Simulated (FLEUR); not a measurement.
# Co (c factor at fixed volume 0.9 on the database's cell): from one collinear state to anisotropy, part 2 of 2

Aim: the anisotropy of Co (c factor at fixed volume 0.9 on the database's cell) from single passes in the potential of one collinear state.

FLEUR MaX-R8.1; PBE; all-electron FLAPW, Dirac cores, scalar-relativistic bands.

So far. Step 2 (Reference state): After 20 cycles the largest moment stands at 1.68 μB.

### Step 4. Energy against the direction of the moments, rung 2

Level of this step: PBE; all-electron FLAPW, Dirac cores, scalar-relativistic bands with spin-orbit coupling, force theorem (FLEUR).

A second rung shows how far the first can be trusted.

The k list mae (kpts.xml, not shown) is a Γ-centred 24×24×15 mesh.

inp.xml reads:

```
<?xml version="1.0" encoding="UTF-8" standalone="no"?>
<fleurInput fleurInputVersion="0.39">
   <comment>
      Co
   </comment>
   <calculationSetup>
      <cutoffs Kmax="3.73" Gmax="11.2" GmaxXC="11.2" numbands="74"/>
      <scfLoop itmax="1" minDistance="0.00002" maxIterBroyd="15" imix="Anderson" alpha="0.05" precondParam="0.0" spinf="2.0" sdNocoIR="T"/>
      <coreElectrons ctail="F" frcor="F" kcrel="0" coretail_lmax="0"/>
      <xcFunctional name="pbe" relativisticCorrections="F"/>
      <magnetism jspins="2" l_noco="F" l_ss="F">
         <qss>0.0 0.0 0.0</qss>
         <mtNocoParams l_mperp="F" l_mtNocoPot="F" l_relaxSQA="F" mag_mixing_scheme="0" mix_RelaxWeightOffD="1.0" l_constrained="F" mix_constr="1.0"/>
         <sourceFreeMag l_sourceFree="F" l_scaleMag="F" mag_scale="1.0"/>
      </magnetism>
      <soc l_soc="T" theta="0.0" phi="0.0" spav="F"/>
      <expertModes spex="0" secvar="F"/>
      <geometryOptimization l_f="F" forcealpha="1.0" forcemix="BFGS" epsdisp="0.00001" epsforce="0.00001"/>
      <ldaU l_linMix="F" mixParam="0.05" spinf="1.0"/>
   </calculationSetup>
   <cell>
      <bzIntegration valenceElectrons="34.0" mode="hist" fermiSmearingEnergy="0.00183747">
         <kPointListSelection listName="mae"/>
         <xi:include xmlns:xi="http://www.w3.org/2001/XInclude" href="kpts.xml"> </xi:include>
      </bzIntegration>
      <xi:include xmlns:xi="http://www.w3.org/2001/XInclude" href="sym.xml"> </xi:include>
      <bulkLattice scale="1.0">
         <bravaisMatrix>
            <row-1>    4.9946059957945428    -0.0000000049132879     0.0000000000000000</row-1>
            <row-2>   -2.4973029936359392     4.3254556767153662     0.0000000000000000</row-2>
            <row-3>    0.0000000000000000     0.0000000000000000     6.9218967190585854</row-3>
         </bravaisMatrix>
      </bulkLattice>
   </cell>
   <atomSpecies>
      <species name="Cobalt (Co2.000" element="Co" atomicNumber="27">
         <mtSphere radius="2.2" gridPoints="727" logIncrement="0.017"/>
         <atomicCutoffs lmax="8" lnonsphr="6"/>
         <electronConfig flipSpins="F">
            <coreConfig>(1s1/2) (2s1/2) (2p1/2) (2p3/2)</coreConfig>
            <valenceConfig>(3s1/2) (3p1/2) (3p3/2) (4s1/2) (3d3/2) (3d5/2)</valenceConfig>
            <stateOccupation state="(3d3/2)" spinUp="1.5" spinDown="1.3"/>
            <stateOccupation state="(3d5/2)" spinUp="3.0" spinDown="1.2"/>
         </electronConfig>
         <energyParameters s="4" p="4" d="3" f="4"/>
         <lo type="SCLO" l="0" n="3" eDeriv="0"/>
         <lo type="SCLO" l="1" n="3" eDeriv="0"/>
      </species>
   </atomSpecies>
   <atomGroups>
      <atomGroup species="Cobalt (Co2.000">
         <relPos label="                   1">1.000/3.000 -1.000/3.000 1.000/4.000</relPos>
         <force calculate="T" relaxXYZ="TTT"/>
         <nocoParams  alpha="0.0" beta="0.0"/>
      </atomGroup>
      <atomGroup species="Cobalt (Co2.000">
         <relPos label="                   2">-1.000/3.000 1.000/3.000 -1.000/4.000</relPos>
         <force calculate="T" relaxXYZ="TTT"/>
         <nocoParams  alpha="0.0" beta="0.0"/>
      </atomGroup>
   </atomGroups>
   <output dos="F" band="F" slice="F">
      <bandDOS minEnergy="-.5*Htr" maxEnergy="0.5*Htr" sigma="0.015" storeEVData="T"/>
      <plotting iplot="0" polar="F">
         <plot TwoD="T" vec1="  1.0  0.0  0.0" vec2="  0.0  1.0  0.0" vec3="  0.0  0.0  1.0" zero="  0.0  0.0  0.0" file="plot"/>
      </plotting>
      <moessbauerParams electricFieldGradient="F" isomerShift="F" coreHyperfine="F" valenceHyperfine="F"/>
   </output>
   <forceTheorem>
      <MAE theta="0.0 1.5707963 1.5707963 0.7853982" phi="0.0 0.0 0.5235988 0.0"/>
   </forceTheorem>
</fleurInput>
```

Run with:

```console
$ OMP_NUM_THREADS=1 mpirun -n 8 fleur_MPI -warn_only > fleur.log
```

The log of the run:

```text
[banner, memory and clock lines left out]
Welcome to FLEUR        (www.flapw.de)
      MaX-Release 8.1          (www.max-centre.eu)
************FLEUR-Warning*****************
Error message: k-point set is not compatible to missing time-reversal symmetry in calculation.
Error occurred in subroutine: gen_bz
Error from PE:1/8
Other PEs with error messages:
     2-k-point set is not compatible to missing time-reversal symmetry in calculation.
     3-k-point set is not compatible to missing time-reversal symmetry in calculation.
*****************************************
[...]
k-point list type: mesh
 0 x 0 x 0
 Number of k points: 4328

 [... set-up left out ...]
 ********************************************************************
 Run finished successfully
 Stop message:
   Forcetheorem MAE
 ********************************************************************

--- out.xml (force theorem) ---
<Forcetheorem_MAE Angles="4" units="Htr">
            <Angle theta="0.0000000" phi="0.0000000" ev-sum="-29.056411608"/>
            <Angle theta="1.5707963" phi="0.0000000" ev-sum="-29.056399061"/>
            <Angle theta="1.5707963" phi="0.5235988" ev-sum="-29.056399061"/>
            <Angle theta="0.7853982" phi="0.0000000" ev-sum="-29.056405329"/>
         </Forcetheorem_MAE>
```

Run time: 2.3 min. Hardware: 8 MPI ranks of Arm Neoverse V2, shared host; peak memory 3.9 GiB.

Anisotropy energies, by row:

```
                              axis       x    y       z  band energy less the first axis' (meV a cell)
                             [001]       0    0       1                                              0
                             [100]       1    0       0                                         0.3414
                             [210]   0.866  0.5       0                                         0.3414
45 degrees from [001] toward [100]  0.7071    0  0.7071                                         0.1709
```

### Step 5. Spin–orbit coupling, moments along [001]

Spin–orbit coupling ties the spins to the lattice and lets orbital moments form.

A new self-consistent run of the start ferro ++, with the moments along z. The k list default-1 (kpts.xml, not shown) is a Γ-centred 24×24×15 mesh.

inp.xml reads:

```
<?xml version="1.0" encoding="UTF-8" standalone="no"?>
<fleurInput fleurInputVersion="0.39">
   <comment>
      Co
   </comment>
   <calculationSetup>
      <cutoffs Kmax="3.73" Gmax="11.2" GmaxXC="11.2" numbands="74"/>
      <scfLoop itmax="110" minDistance="0.00002" maxIterBroyd="15" imix="Anderson" alpha="0.05" precondParam="0.0" spinf="2.0" sdNocoIR="T"/>
      <coreElectrons ctail="T" frcor="F" kcrel="0" coretail_lmax="0"/>
      <xcFunctional name="pbe" relativisticCorrections="F"/>
      <magnetism jspins="2"/>
      <soc l_soc="T" theta="0.0" phi="0.0" spav="F"/>
      <expertModes spex="0" secvar="F"/>
      <geometryOptimization l_f="F" forcealpha="1.0" forcemix="BFGS" epsdisp="0.00001" epsforce="0.00001"/>
      <ldaU l_linMix="F" mixParam="0.05" spinf="1.0"/>
   </calculationSetup>
   <cell>
      <bzIntegration valenceElectrons="34.0" mode="hist" fermiSmearingEnergy="0.00183747">
         <kPointListSelection listName="default-1"/>
         <xi:include xmlns:xi="http://www.w3.org/2001/XInclude" href="kpts.xml"> </xi:include>
      </bzIntegration>
      <xi:include xmlns:xi="http://www.w3.org/2001/XInclude" href="sym.xml"> </xi:include>
      <bulkLattice scale="1.0">
         <bravaisMatrix>
            <row-1>    4.9946059957945428    -0.0000000049132879     0.0000000000000000</row-1>
            <row-2>   -2.4973029936359392     4.3254556767153662     0.0000000000000000</row-2>
            <row-3>    0.0000000000000000     0.0000000000000000     6.9218967190585854</row-3>
         </bravaisMatrix>
      </bulkLattice>
   </cell>
   <atomSpecies>
      <species name="Cobalt (Co2.000" element="Co" atomicNumber="27">
         <mtSphere radius="2.2" gridPoints="727" logIncrement="0.017"/>
         <atomicCutoffs lmax="8" lnonsphr="6"/>
         <electronConfig flipSpins="F">
            <coreConfig>(1s1/2) (2s1/2) (2p1/2) (2p3/2)</coreConfig>
            <valenceConfig>(3s1/2) (3p1/2) (3p3/2) (4s1/2) (3d3/2) (3d5/2)</valenceConfig>
            <stateOccupation state="(3d3/2)" spinUp="1.5" spinDown="1.3"/>
            <stateOccupation state="(3d5/2)" spinUp="3.0" spinDown="1.2"/>
         </electronConfig>
         <energyParameters s="4" p="4" d="3" f="4"/>
         <lo type="SCLO" l="0" n="3" eDeriv="0"/>
         <lo type="SCLO" l="1" n="3" eDeriv="0"/>
      </species>
   </atomSpecies>
   <atomGroups>
      <atomGroup species="Cobalt (Co2.000">
         <relPos label="                   1">1.000/3.000 -1.000/3.000 1.000/4.000</relPos>
         <relPos label="                   2">-1.000/3.000 1.000/3.000 -1.000/4.000</relPos>
         <force calculate="T" relaxXYZ="TTT"/>
      </atomGroup>
   </atomGroups>
   <output dos="F" band="F" slice="F">
      <bandDOS minEnergy="-.5*Htr" maxEnergy="0.5*Htr" sigma="0.015" storeEVData="T"/>
      <plotting iplot="0" polar="F">
         <plot TwoD="T" vec1="  1.0  0.0  0.0" vec2="  0.0  1.0  0.0" vec3="  0.0  0.0  1.0" zero="  0.0  0.0  0.0" file="plot"/>
      </plotting>
      <moessbauerParams electricFieldGradient="F" isomerShift="F" coreHyperfine="F" valenceHyperfine="F"/>
   </output>
</fleurInput>
```

crystal.txt reads:

```
Co
&input film=F cartesian=F /
2.64303167045  -0.00000000260  0.00000000000
-1.32151583297  2.28893257092  0.00000000000
0.00000000000  0.00000000000  3.66291000000
1.8897261246
1.0 1.0 1.0

2
27 0.33333333333  0.66666666667  0.25000000000 : 2.000
27 0.66666666667  0.33333333333  0.75000000000 : 2.000

&soc 0.0000000 0.0000000 /
&kpt div1=24 div2=24 div3=15 gamma=T /
```

Run with:

```console
$ OMP_NUM_THREADS=1 inpgen -f crystal.txt > inpgen.log  # inp.xml is then edited as shown
$ OMP_NUM_THREADS=1 mpirun -n 8 fleur_MPI > fleur.log
```

The log of the run:

```text
[banner, memory and clock lines left out]
Welcome to FLEUR        (www.flapw.de)
      MaX-Release 8.1          (www.max-centre.eu)

 ========== k-point set info ==========
 Selected k-point list: default-1
 k-point list type: mesh
 24 x 24 x 15
 Number of k points: 784

 [... set-up left out ...]
 Iteration:     1   Distance:       8.63007016 me/bohr^3
 Iteration:     2   Distance:       7.52067873 me/bohr^3
 Iteration:     3   Distance:       4.43074269 me/bohr^3
 Iteration:     4   Distance:       1.48809149 me/bohr^3
 Iteration:     5   Distance:       1.34344286 me/bohr^3
 Iteration:     6   Distance:       0.33072079 me/bohr^3
 Iteration:     7   Distance:       0.25281169 me/bohr^3
 Iteration:     8   Distance:       0.10025020 me/bohr^3
 Iteration:     9   Distance:       0.08105022 me/bohr^3
 Iteration:    10   Distance:       0.04763202 me/bohr^3
 Iteration:    11   Distance:       0.03557862 me/bohr^3
 Iteration:    12   Distance:       0.01794498 me/bohr^3
 Iteration:    13   Distance:       0.00135431 me/bohr^3
 Iteration:    14   Distance:       0.00211531 me/bohr^3
 Iteration:    15   Distance:       0.00020175 me/bohr^3
 Iteration:    16   Distance:       0.00019447 me/bohr^3
 Iteration:    17   Distance:       0.00007536 me/bohr^3
 Iteration:    18   Distance:       0.00004027 me/bohr^3
 Iteration:    19   Distance:       0.00000405 me/bohr^3

 ********************************************************************
 Run finished successfully
 Stop message:
   all done
 ********************************************************************

--- out.xml (last complete iteration) ---
<iteration numberForCurrentRun="   19" overallNumber="   19">
         [... left out ...]
         <bandgap value="0.0000000000" units="eV"/>
         <sumValenceSingleParticleEnergies value="-29.0578187520" units="Htr"/>
         <FermiEnergy value="0.3589913767" units="Htr"/>
         [... left out ...]
         <magneticMomentsInMTSpheres units="muBohr">
            <globalMagMoment atomType="1" vec="0.00000   0.00000   1.66735"/>
         </magneticMomentsInMTSpheres>
         <orbitalMomentsInMTSpheres units="muBohr">
            <globalMagMoment atomType="1" vec="0.00000   0.00000   0.09031"/>
         </orbitalMomentsInMTSpheres>
         [... left out ...]
         <totalEnergy value="    -2786.9412588331" units="Htr">
            <sumOfEigenvalues value="    -1604.0045026574">
               <coreElectrons value="-1574.9466839054"/>
               <valenceElectrons value="-29.0578187520"/>
            </sumOfEigenvalues>
         [... left out ...]
            <freeEnergy value="-2786.9419393709"/>
            <extrapolationTo0K value="-2786.9415991020"/>
         </totalEnergy>
         <densityConvergence units="me/bohr^3">
            <chargeDensity spin="1" distance="0.0000026509"/>
            <chargeDensity spin="2" distance="0.0000029772"/>
            <overallChargeDensity distance="0.0000039238"/>
            <spinDensity distance="0.0000040479"/>
         </densityConvergence>
      </iteration>
```

Elapsed: 2.1 min, on 8 MPI ranks; peak memory 0.96 GiB.

This step gave:

| Quantity | Value |
| --- | --- |
| free energy | -75836.5536 eV |
| program's band gap on this mesh (in a metal only a level spacing) | 0 eV |
| magnetization | 3.194 μB |
| final state | ferromagnetic |
| largest moment | 1.667 μB |
| orbital moment along the spin | 0.09031 μB |

Orbital moment in the sphere, along the spin axis by atom:

```
atom  orbital moment in the sphere, along the spin axis (μB)
 Co1                                                  0.0903
 Co2                                                  0.0903
```

### Step 6. Outcome

```json
{
  "reference state": "ferromagnetic",
  "largest sphere moment": "1.68 μB",
  "easy direction of those tried": "[001]",
  "energy along [100] less [001], force theorem": "0.341 meV a primitive cell",
  "orbital moment on the atom of largest spin, along its spin (spin–orbit run)": "0.0903 μB"
}
```

In words: By the force theorem the moments prefer [001]; shape anisotropy is not in it. The difference for the second direction goes from 0.33 meV (mesh 17×17×11, 74 states, 6.7 min of CPU time) to 0.34 meV (mesh 24×24×15, 74 states, 19 min). The orbital moment is parallel to the spin, as Hund's third rule has it for a shell over half filled. The state was typed, and no other order was converged beside it, so it need not be the ground state.

[Logs and program files are shortened in this print: banners, set-up blocks, solver, clock and traceback lines can be left out without a mark of their own.]

[Logs are printed without paths, hosts, clocks, repeated set-up lines and the standing remarks that a program may print on its own settings, such as how far it seeks lower states.]

[Hosts, paths, dates, database ids (printed as entryN), source tags and the programs' standing remarks are cut or masked in the printed files.]

[Where a cell is said to come from a database of computed structures, the database is the Materials Project.]
